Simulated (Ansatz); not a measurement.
## BaIBr (Pnma): converging the G0W0 gap

Wanted: a G0W0 gap for BaIBr (Pnma) that is converged in bands and cutoff, or an estimate of the limit.

Main program and level: Ansatz 0.2.0; G0W0 on r2SCAN, plane waves, PAW.

## 1. Set-up

It takes space group Pnma (No. 62, orthorhombic). Conventional cell: a = 8.814 Å, b = 5.124 Å, c = 10.192 Å, α = 90.00°, β = 90.00°, γ = 90.00°. Nearest to Ba lie 4 Br at 3.31 to 3.34 Å and 5 I at 3.67 to 3.76 Å. Nearest to I lie 5 Ba at 3.67 to 3.76 Å. Nearest to Br lie 4 Ba at 3.31 to 3.34 Å. Farther neighbours and most contacts between anions are not listed.

The cell and positions are those that the Materials Project relaxed with its own functionals (PBE, PBE+U or r2SCAN), kept fixed. Spin-orbit coupling is left out unless a step names it. The default PAW set here is soft_2. Its files were made with PBE.

## 2. 225 empty bands, screening to 36 eV

G0W0 replaces the xc potential by the self-energy, built once from these orbitals. Only a window of levels is corrected, while the sums run over the empty bands that the input names.

input.yaml

```yaml
crystal:
  lattice:
    - [8.81446039, 0.0, 0.0]
    - [0.0, 5.12429103, 0.0]
    - [0.0, 0.0, 10.19167839]
  atoms:
    - { symbol: Ba, position: [0.72882454, 0.25, 0.37513703] }
    - { symbol: Ba, position: [0.27117546, 0.75, 0.62486297] }
    - { symbol: Ba, position: [0.77117546, 0.75, 0.87513703] }
    - { symbol: Ba, position: [0.22882454, 0.25, 0.12486297] }
    - { symbol: I, position: [0.47161056, 0.25, 0.83177655] }
    - { symbol: I, position: [0.52838944, 0.75, 0.16822345] }
    - { symbol: I, position: [0.02838944, 0.75, 0.33177655] }
    - { symbol: I, position: [0.97161056, 0.25, 0.66822345] }
    - { symbol: Br, position: [0.8564719, 0.25, 0.06668585] }
    - { symbol: Br, position: [0.1435281, 0.75, 0.93331415] }
    - { symbol: Br, position: [0.6435281, 0.75, 0.56668585] }
    - { symbol: Br, position: [0.3564719, 0.25, 0.43331415] }
kpoints:
  mp_grid: { grid: [2, 4, 2] }
hamiltonian:
  xc: r2scan
scf:
  occupations: { method: fixed }
gw:
  n_empty_bands: 225
  ecut_chi: 36
  qp_bands: [v2, c2]
  qp_kpoints: band_edges
  screening: { model: contour_deformation }
```

Launch:

```console
$ ansatz run input.yaml --threads 32 --pin off --max-ram 129024MiB --backend cuda --events-out ev --progress --plain --runs-dir out --devices 1 --max-vram 157GiB
```

Numbers of over 12 decimals in the logs are rounded to 6 here.

The program printed:

```text
GPUs: using 1 of 1 available (devices: 1).
Engine: ansatz 0.2.0, aarch64-unknown-linux-gnu
Pseudopotentials: kind: paw
Pseudopotential: Ba, paw, valence charge 10, recommended cutoff 500 eV (meta_gga), Ba.paw.azcp
Pseudopotential: I, paw, valence charge 17, recommended cutoff 500 eV (meta_gga), I.paw.azcp
Pseudopotential: Br, paw, valence charge 7, recommended cutoff 500 eV (meta_gga), Br.paw.azcp
Functional definition: r2SCAN
  parameter k0 = 0.174
  parameter k1 = 0.065
  parameter a1 = 4.9479
  exchange = r2scan_x(k0 = k0, k1 = k1, a1 = a1)
  correlation = r2scan_c
device memory: the entry about to start is reckoned to put 10.8 GiB on a device that reports 182.5 GiB free (of which the cap on the GPU budget leaves the run 157.0 GiB)
GPU FFT provider: cuFFT
GPU libraries: cuBLAS 13.8.1, cuFFT 12.4.0, cuSOLVER 12.3.2
GPU matrix products: emulated (plane waves: as basis.precision tells), large ones in fixed point in workspaces of 1.00 GiB
Crystal: 12 atoms, lattice volume = 460.336 Å³
Basis set: ecut = 500 eV, 11719 PW (Γ), exchange–correlation on 288×160×300 points (64 copies of the dense FFT grid, shifted against one another)
Bands: 82, of which v1, the nominal top of the filled ones, is band 68 counted from 1 (67 counted from 0)
Symmetry: 8 space group operations
Space group: Pnma (ITA 62), of the structure as read, at distance tolerance 7.7e-5 Å
k-points: 12 of 16
Non-local potential: Ba, projectors of the file, l = 0: 3, l = 1: 2, l = 2: 2, l = 3: 2
Non-local potential: I, projectors of the file, l = 0: 2, l = 1: 2, l = 2: 2, l = 3: 2
Non-local potential: Br, projectors of the file, l = 0: 2, l = 1: 2, l = 2: 2
PAW form: soft (Blöchl's): semilocal exchange-correlation on the pseudo side does not see the compensation charge
PAW frozen core: Ba, regenerated for the run's functional (the file was generated under x = pbe(κ = 0.804, μ = 0.219515), c = pbe(β = 0.066725))
PAW frozen core: I, regenerated for the run's functional (the file was generated under x = pbe(κ = 0.804, μ = 0.219515), c = pbe(β = 0.066725))
PAW frozen core: Br, regenerated for the run's functional (the file was generated under x = pbe(κ = 0.804, μ = 0.219515), c = pbe(β = 0.066725))
PAW one-centre angular grid: Ba, 302 points (default); XC on 160 Gauss nodes
PAW one-centre angular grid: I, 590 points (default); XC on 160 Gauss nodes
PAW one-centre angular grid: Br, 302 points (default); XC on 160 Gauss nodes
Initial density: superposition of atomic densities (neutral atoms: chi_scale 0, normalization atom), corrected by the library's trained network
Initial wavefunctions: pseudopotential atomic-orbital guess
GPU buffer pool allocated for 216000 grid points (all kernels)
GPU transforms: local potential and band sums: pruned to the plane-wave sphere, on 72×40×75
Functional: x = r2scan, c = r2scan; τ floored in thin density (d = 2e-4 eV/Å³)
SCF iter   1: F=—  HF=-65169.539360 eV  |F-HF|=—  |Δ(HF+E_count)|=         —  Δρ=3.48e-3  dr2=1.01e-1  dr2_τ=2.06e-2  ethr=1.77e-3  ⟨swp⟩=8.4  Hψ=4063  notcnv=0  defer=134
preconditioner: auto → Resta (q_TF=auto, 2.227 Å⁻¹)  ε∞=2.8  [insulator: Δε(μ)=4.054 eV  Ē_g=12.101 eV  n_scr=82 (ndim 8)  ℏωp=16.2 eV  f_vac=0.008  ε∞_Penn≈2.8]
SCF iter   2: F=—  HF=-65169.668626 eV  |F-HF|=—  |Δ(HF+E_count)|=   1.29e-1  Δρ=1.60e-3  dr2=2.15e-2  dr2_τ=9.56e-4  ethr=7.42e-5  ⟨swp⟩=4.1  Hψ=1822  notcnv=0  defer=143
SCF iter   3: F=—  HF=-65169.664751 eV  |F-HF|=—  |Δ(HF+E_count)|=   3.87e-3  Δρ=3.88e-4  dr2=6.51e-4  dr2_τ=4.86e-5  ethr=1.58e-5  ⟨swp⟩=4.6  Hψ=1569  notcnv=0  defer=141
SCF iter   4: F=—  HF=-65169.665010 eV  |F-HF|=—  |Δ(HF+E_count)|=   2.58e-4  Δρ=8.37e-5  dr2=3.58e-5  dr2_τ=1.35e-6  ethr=4.79e-7  ⟨swp⟩=2.0  Hψ=1495  notcnv=0  defer=140
SCF iter   5: F=—  HF=-65169.665021 eV  |F-HF|=—  |Δ(HF+E_count)|=   1.15e-5  Δρ=1.94e-5  dr2=1.90e-6  dr2_τ=1.01e-7  ethr=2.64e-8  ⟨swp⟩=2.0  Hψ=1800  notcnv=0  defer=140
SCF iter   6: F=-65169.665023 eV  HF=-65169.665023 eV  |F-HF|=3.48e-8  |Δ(HF+E_count)|=   1.82e-6  Δρ=3.96e-6  dr2=5.81e-8  dr2_τ=1.15e-8  ethr=7.35e-11  ⟨swp⟩=17.5  Hψ=7176  notcnv=0
SCF 1 converged in 6 iterations: F = -65169.665023 eV  dr2 = 5.81e-8
  greatest PAW one-centre occupation: 0.999 electrons in one spin orbital (limit 2), on the I atom at site 5 (counted from 0), in its partial waves of l = 2
device memory: the entry about to start is reckoned to put 12.5 GiB (of the 13.3 GiB reckoned in all, the device holds 0.9 GiB already) on a device that reports 181.6 GiB free (of which the cap on the GPU budget leaves the run 156.1 GiB)
NSCF: frozen V_eff on 12 k-points
the band table was solved once the SCF had ended and its energy, with any forces and stress, was formed, with the checks that follow a solve (4415 applications of the Hamiltonian). They found nothing against the state; the energy, forces and stress were not computed again (output.eigenvalues in the input reference)
device memory: the entry about to start is reckoned to put 12.9 GiB on a device that reports 182.5 GiB free (of which the cap on the GPU budget leaves the run 157.0 GiB)
NSCF: frozen V_eff on 12 k-points
G₀W₀ screening: q 1/12
[... further progress lines ...]
SCF converged after 6 iterations
Free energy (F): -65169.665023 eV
Harris-Foulkes:  -65169.665023 eV  (|F-HF|=3.48e-8)
Internal energy: -65169.665023 eV  (E = F + TS)
E sigma→0 (E₀):  -65169.665023 eV
Fermi energy:    4.736177 eV
--- Per-component energies (eV) ---
  E_band       = -1887.109247
  E_kinetic    = 1964.438798
  E_local      = -10540.578872  (includes V_loc(G=0)·N_el)
  E_nonlocal   = 141.201732
  E_hartree    = 4987.073610
  E_xc         = -2119.957078
  E_vxc        = -1611.832117  (∫ρ·V_xc dr)
  E_paw        = -49444.051465  (= ΣΔE_a)
  E_vpaw       = -1898.474468  (= ΣTr[D̂ρ^β])
  E_aug_tail   = -0.000124  (compensation charges beyond the density's cutoff)
  E_vtau       = 84.003670  (kinetic-family band-sum trace: ∫τ·v_τ [+ j·A + Jᵃ·Aᵃ] dr)
  E_ewald      = -10157.732725
  E_core_change = -0.058899  (= ΣΔE_core)
  E_smearing   = -0.000000  (= −TS)
  E_closure    = -0.000000  (closes the sum)
  Σ components = -65169.665023   (vs F -65169.665023, Δ=0.00e0)
--- Band table (eV; the first three rows and the last of 12) ---
[... rows of the band table ...]
--- G₀W₀: contour deformation, 5 samples at zero and on the imaginary axis and 1 off it, 16 q-points, 225 empty bands' worth ---
  eigenvalues of the whole cell's RPA ε∞ on this k-mesh (on a slab, of 1 + 4πα/V) = 3.3949, 3.3990, 3.3994; static W/v taken at q = 0 is 0.294299
  bands read: the sum over 293 bands ends inside a degenerate multiplet in 10 slots, whose members it reads at an even weight; the widest, k=10: bands 293 to 296 (counted from 1) at 1/4 each
  gw.qp_kpoints: band_edges: 12 of 12 stored k-points solved, in 1 pass; an edge of the gap read off the rows below is read off those points alone
    ik  band        ε_KS         Σx   Σc(E_QP)       V_xc       Z   E_QP_lin       E_QP  E_QP is
     0    67      4.5995   -18.2944     2.3770   -15.4943  0.8147     4.1744     4.1763  root
     0    68      4.7362   -18.0759     2.3136   -15.3440  0.8156     4.3160     4.3179  root
     0    69      8.7285    -5.0762    -3.0828    -8.9750  0.8403     9.5508     9.5446  root
     0    70      9.3709    -5.5688    -3.1641    -9.6491  0.8373    10.2956    10.2871  root
     1    67      4.4807   -18.1844     2.3893   -15.3511  0.8137     4.0345     4.0367  root
     1    68      4.4807   -18.1844     2.3893   -15.3511  0.8137     4.0345     4.0367  root
     1    69      9.2005    -5.4348    -3.1597    -9.4909  0.8368    10.1051    10.0970  root
     1    70      9.2005    -5.4348    -3.1597    -9.4909  0.8368    10.1051    10.0970  root
     2    67      4.3616   -17.7989     2.3576   -14.9671  0.8127     3.8850     3.8875  root
     2    68      4.5312   -17.6585     2.3088   -14.8852  0.8135     4.0643     4.0667  root
     2    69      9.3029    -5.4501    -3.1799    -9.5480  0.8370    10.2295    10.2209  root
     2    70      9.7584    -5.8658    -3.2948   -10.1718  0.8336    10.7807    10.7695  root
     3    67      4.5443   -17.9468     2.3319   -15.1695  0.8142     4.0968     4.0989  root
     3    68      4.5443   -17.9468     2.3319   -15.1695  0.8142     4.0968     4.0989  root
     3    69      9.6624    -5.7065    -3.2512    -9.9295  0.8344    10.6443    10.6342  root
     3    70      9.6624    -5.7065    -3.2512    -9.9295  0.8344    10.6443    10.6342  root
     4    67      4.3222   -17.9444     2.4161   -15.0419  0.8112     3.8332     3.8359  root
     4    68      4.3222   -17.9444     2.4161   -15.0419  0.8112     3.8332     3.8359  root
     4    69      9.9953    -6.1418    -3.2695   -10.4080  0.8337    11.0027    10.9920  root
     4    70      9.9953    -6.1418    -3.2695   -10.4080  0.8337    11.0027    10.9920  root
     5    67      4.4593   -17.6795     2.3208   -14.8920  0.8130     3.9901     3.9925  root
     5    68      4.4593   -17.6795     2.3208   -14.8920  0.8130     3.9901     3.9925  root
     5    69     10.0060    -6.0123    -3.2644   -10.3027  0.8349    11.0432    11.0320  root
     5    70     10.0060    -6.0123    -3.2644   -10.3027  0.8349    11.0432    11.0320  root
[...]
10    67      4.3158   -17.7820     2.3740   -14.9229  0.8119     3.8281     3.8307  root
    10    68      4.3158   -17.7820     2.3740   -14.9229  0.8119     3.8281     3.8307  root
    10    69     10.2129    -6.2372    -3.3272   -10.6210  0.8318    11.2821    11.2695  root
    10    70     10.2129    -6.2372    -3.3272   -10.6210  0.8318    11.2821    11.2695  root
    11    67      4.3556   -17.7726     2.3614   -14.9308  0.8122     3.8726     3.8752  root
    11    68      4.3556   -17.7726     2.3614   -14.9308  0.8122     3.8726     3.8752  root
    11    69     10.3159    -6.2493    -3.3353   -10.6664  0.8310    11.4111    11.3977  root
    11    70     10.3159    -6.2493    -3.3353   -10.6664  0.8310    11.4111    11.3977  root
```

Elapsed: 9.5 s, on 1 × NVIDIA GB200 with 32 threads of Arm Neoverse V2, shared host; peak memory 3.6 GiB; 32 s of CPU time.

The column dr2 measures how far the density is from self-consistency, as an energy; F and HF (Harris–Foulkes) agree once it is small.

Numbers from this step:

```
bands summed                                 : 293
RPA ε∞ on this mesh (eigenvalues)            : 3.395, 3.399, 3.399
plane waves in the screening matrix          : 213
q-points in the mesh                         : 16
G0W0 gap on the mesh                         : 5.227 eV
k of the valence top                         : 0, 0, 0
k of the conduction bottom                   : 0, 0, 0
starting gap on the mesh                     : 3.992 eV
Z at the valence top                         : 0.8156
Z at the conduction bottom                   : 0.8403
least direct G0W0 gap on the computed points : 5.227 eV
```

The gap on the mesh goes from 3.99 eV to 5.23 eV, a correction of +1.23 eV. Between the two edge states, bare exchange in place of the xc potential would open the gap by 6.63 eV, and correlation takes back 5.40 eV.

## 3. 638 empty bands, screening to 72 eV

Another rung: the empty bands reach about as high as the screening cutoff, so the two stay in balance.

Edit input.yaml of step 2 so:

```diff
@@ -25,4 +25,4 @@
 gw:
-  n_empty_bands: 225
-  ecut_chi: 36
+  n_empty_bands: 638
+  ecut_chi: 72
   qp_bands: [v2, c2]
```

The program printed:

```text
GPUs: using 1 of 1 available (devices: 1).
[...]
GPU FFT provider: cuFFT
GPU libraries: cuBLAS 13.8.1, cuFFT 12.4.0, cuSOLVER 12.3.2
[...]
Crystal: 12 atoms, lattice volume = 460.336 Å³
Basis set: ecut = 500 eV, 11719 PW (Γ), exchange–correlation on 288×160×300 points (64 copies of the dense FFT grid, shifted against one another)
Bands: 82, of which v1, the nominal top of the filled ones, is band 68 counted from 1 (67 counted from 0)
Symmetry: 8 space group operations
[...]
k-points: 12 of 16
[...]
GPU buffer pool allocated for 216000 grid points (all kernels)
[...]
SCF iter   1: F=—  HF=-65169.539360 eV  |F-HF|=—  |Δ(HF+E_count)|=         —  Δρ=3.48e-3  dr2=1.01e-1  dr2_τ=2.06e-2  ethr=1.77e-3  ⟨swp⟩=8.4  Hψ=4063  notcnv=0  defer=134
[...]
SCF iter   6: F=-65169.665023 eV  HF=-65169.665023 eV  |F-HF|=3.48e-8  |Δ(HF+E_count)|=   1.82e-6  Δρ=3.96e-6  dr2=5.81e-8  dr2_τ=1.15e-8  ethr=7.35e-11  ⟨swp⟩=17.5  Hψ=7176  notcnv=0
SCF 1 converged in 6 iterations: F = -65169.665023 eV  dr2 = 5.81e-8
[...]
NSCF: frozen V_eff on 12 k-points
[...]
G₀W₀ screening: q 1/12
[... further progress lines ...]
SCF converged after 6 iterations
Free energy (F): -65169.665023 eV
[...]
Internal energy: -65169.665023 eV  (E = F + TS)
E sigma→0 (E₀):  -65169.665023 eV
Fermi energy:    4.736177 eV
[...]
--- Band table (eV; the first three rows and the last of 12) ---
[... rows of the band table ...]
[...]
0    67      4.5995   -18.2944     1.9886   -15.4943  0.8071     3.7807     3.7879  root
     0    68      4.7362   -18.0759     1.9190   -15.3440  0.8081     3.9161     3.9233  root
     0    69      8.7285    -5.0762    -3.3447    -8.9750  0.8376     9.2854     9.2827  root
     0    70      9.3709    -5.5688    -3.4624    -9.6491  0.8341     9.9925     9.9889  root
     1    67      4.4807   -18.1844     2.0079   -15.3511  0.8062     3.6476     3.6552  root
     1    68      4.4807   -18.1844     2.0079   -15.3511  0.8062     3.6476     3.6552  root
     1    69      9.2005    -5.4348    -3.4436    -9.4909  0.8338     9.8167     9.8131  root
     1    70      9.2005    -5.4348    -3.4436    -9.4909  0.8338     9.8167     9.8131  root
[...]
11    67      4.3556   -17.7726     1.9898   -14.9308  0.8052     3.4953     3.5036  root
    11    68      4.3556   -17.7726     1.9898   -14.9308  0.8052     3.4953     3.5036  root
    11    69     10.3159    -6.2493    -3.6774   -10.6664  0.8271    11.0615    11.0556  root
    11    70     10.3159    -6.2493    -3.6774   -10.6664  0.8271    11.0615    11.0556  root
```

It took 18 s on 1 × NVIDIA GB200 with 32 threads; peak memory 6.5 GiB; 70 s of CPU time.

This step gave:

```yaml
bands_summed: 706
rpa_eps_infinity_on_this_mesh_eigenvalues: 3.375, 3.375, 3.376
plane_waves_in_the_screening_matrix: 629
q_points_in_the_mesh: 16
g0w0_gap_on_the_mesh: 5.359 eV
k_of_the_valence_top: 0, 0, 0
k_of_the_conduction_bottom: 0, 0, 0
starting_gap_on_the_mesh: 3.992 eV
z_at_the_valence_top: 0.8081
z_at_the_conduction_bottom: 0.8376
least_direct_g0w0_gap_on_the_computed_points: 5.359 eV
```

Against the run with 2×4×2 mesh, 225 empty bands, screening to 36 eV, the gap moves by +0.13 eV.

## 4. 1374 empty bands, screening to 120 eV

Edit input.yaml of step 3 so:

```diff
@@ -25,4 +25,4 @@
 gw:
-  n_empty_bands: 638
-  ecut_chi: 72
+  n_empty_bands: 1374
+  ecut_chi: 120.0
   qp_bands: [v2, c2]
```

The program printed:

```text
GPUs: using 1 of 1 available (devices: 1).
[...]
GPU FFT provider: cuFFT
GPU libraries: cuBLAS 13.8.1, cuFFT 12.4.0, cuSOLVER 12.3.2
[...]
Crystal: 12 atoms, lattice volume = 460.336 Å³
Basis set: ecut = 500 eV, 11719 PW (Γ), exchange–correlation on 288×160×300 points (64 copies of the dense FFT grid, shifted against one another)
[...]
1    70      9.2005    -5.4348    -3.5687    -9.4909  0.8326     9.6903     9.6880  root
[...]
11    67      4.3556   -17.7726     1.7329   -14.9308  0.8028     3.2322     3.2467  root
    11    68      4.3556   -17.7726     1.7329   -14.9308  0.8028     3.2322     3.2467  root
    11    69     10.3159    -6.2493    -3.8328   -10.6664  0.8256    10.9039    10.9003  root
    11    70     10.3159    -6.2493    -3.8328   -10.6664  0.8256    10.9039    10.9003  root
[key lines of the parts left out:]
SCF converged after 6 iterations
Free energy (F): -65169.665023 eV
Fermi energy:    4.736177 eV
```

It took 42 s on 1 × NVIDIA GB200 with 32 threads; peak memory 11 GiB.

Numbers from this step:

| Item | Value |
| --- | --- |
| bands summed | 1442 |
| RPA ε∞ on this mesh (eigenvalues) | 3.372, 3.373, 3.373 |
| plane waves in the screening matrix | 1361 |
| G0W0 gap on the mesh | 5.523 eV |
| k of the valence top | 0, 0, 0 |
| k of the conduction bottom | 0, 0, 0 |
| starting gap on the mesh | 3.992 eV |
| least direct G0W0 gap on the computed points | 5.523 eV |

Against the run with 2×4×2 mesh, 638 empty bands, screening to 72 eV, the gap moves by +0.16 eV.

## 5. Changing the k mesh: 2×2×2 mesh, 638 empty bands, screening to 72 eV

Only the mesh changes. It samples the long-range screening, which converges on its own terms. Bands and cutoff differ from the step before, so it is read against an earlier run that matches them.

Edit input.yaml of step 4 so:

```diff
@@ -19,3 +19,3 @@
 kpoints:
-  mp_grid: { grid: [2, 4, 2] }
+  mp_grid: { grid: [2, 2, 2] }
 hamiltonian:
@@ -25,4 +25,4 @@
 gw:
-  n_empty_bands: 1374
-  ecut_chi: 120.0
+  n_empty_bands: 638
+  ecut_chi: 72
   qp_bands: [v2, c2]
```

The program printed:

```text
GPUs: using 1 of 1 available (devices: 1).
[...]
GPU FFT provider: cuFFT
GPU libraries: cuBLAS 13.8.1, cuFFT 12.4.0, cuSOLVER 12.3.2
[...]
Crystal: 12 atoms, lattice volume = 460.336 Å³
Basis set: ecut = 500 eV, 11719 PW (Γ), exchange–correlation on 288×160×300 points (64 copies of the dense FFT grid, shifted against one another)
[...]
1    70      9.2014    -5.4143    -3.4701    -9.4901  0.8325     9.8107     9.8071  root
[...]
7    67      4.3592   -17.7667     1.9983   -14.9226  0.8047     3.5052     3.5134  root
     7    68      4.3592   -17.7667     1.9983   -14.9226  0.8047     3.5052     3.5134  root
     7    69     10.3158    -6.2460    -3.6913   -10.6687  0.8262    11.0530    11.0472  root
     7    70     10.3158    -6.2460    -3.6913   -10.6687  0.8262    11.0530    11.0472  root
[key lines of the parts left out:]
SCF converged after 6 iterations
Free energy (F): -65169.630195 eV
Fermi energy:    4.740438 eV
```

The job ended after 9.1 s (1 × NVIDIA GB200 with 32 threads; peak memory 4.9 GiB).

This step gave:

```
bands summed                                 : 706
RPA ε∞ on this mesh (eigenvalues)            : 3.379, 3.385, 3.443
plane waves in the screening matrix          : 629
G0W0 gap on the mesh                         : 5.337 eV
k of the valence top                         : 0, 0, 0
k of the conduction bottom                   : 0, 0, 0
starting gap on the mesh                     : 3.989 eV
least direct G0W0 gap on the computed points : 5.337 eV
```

Against the run with 2×4×2 mesh, 638 empty bands, screening to 72 eV, the gap moves by −0.02 eV.

[end of part 1 of 2]

[Paths, hosts, dates, memory and timing lines, banners, echoed tables and standing remarks are left out of the program output.]

[Logs are printed without paths, hosts, clocks, repeated set-up lines and the standing remarks that a program may print on its own settings, such as how far it seeks lower states.]

[Runs of the session that timed out or met a known fault of the program may be left out.]

[Cells called generated may have been cut or substituted from an entry of the Crystallography Open Database or the Materials Project.]

[Hosts, paths, dates, database ids (printed as entryN), source tags and the programs' standing remarks are cut or masked in the printed files.]
